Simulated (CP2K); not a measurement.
The C K edge of 2-fluoropyridine was computed by TDDFT (CP2K XAS_TDP, aug-cc-pVDZ, TDA) at these levels: PBE0, PBEh(45%) and PBEh(45%) + GW2X. The first three lines of C2 (bonded to C, F and N) with a strength over 0.0015, energy in eV and strength:

```tsv
run	first	second	third
1	283.90 (0.064)	287.48 (0.046)	288.98 (0.004)
2	289.76 (0.063)	293.34 (0.045)	294.84 (0.004)
3	278.46 (0.045)	279.01 (0.006)	281.42 (0.010)
```

**Question.** Which run is which?

Run 1: PBEh(45%) (45 % exact exchange). Run 2: PBEh(45%) + GW2X (45 % exact exchange). Run 3: PBE0 (25 % exact exchange). Self-interaction lifts the core level, so the uncorrected lines rise with the share of exact exchange. The GW2X run keeps the spacings of its parent: 3.58 eV between the first two lines in run 2, 3.58 eV in run 1. Its shift is +5.86 eV, since the Kohn–Sham level at this share of exchange lies that far above the quasiparticle level.

[Banner, clock and machine lines of the logs are left out without a mark of their own.]

[Logs are printed without paths, hosts, clocks, repeated set-up lines and the standing remarks that a program may print on its own settings, such as how far it seeks lower states.]

[Hosts, paths, dates, database ids (printed as entryN), source tags and the programs' standing remarks are cut or masked in the printed files.]
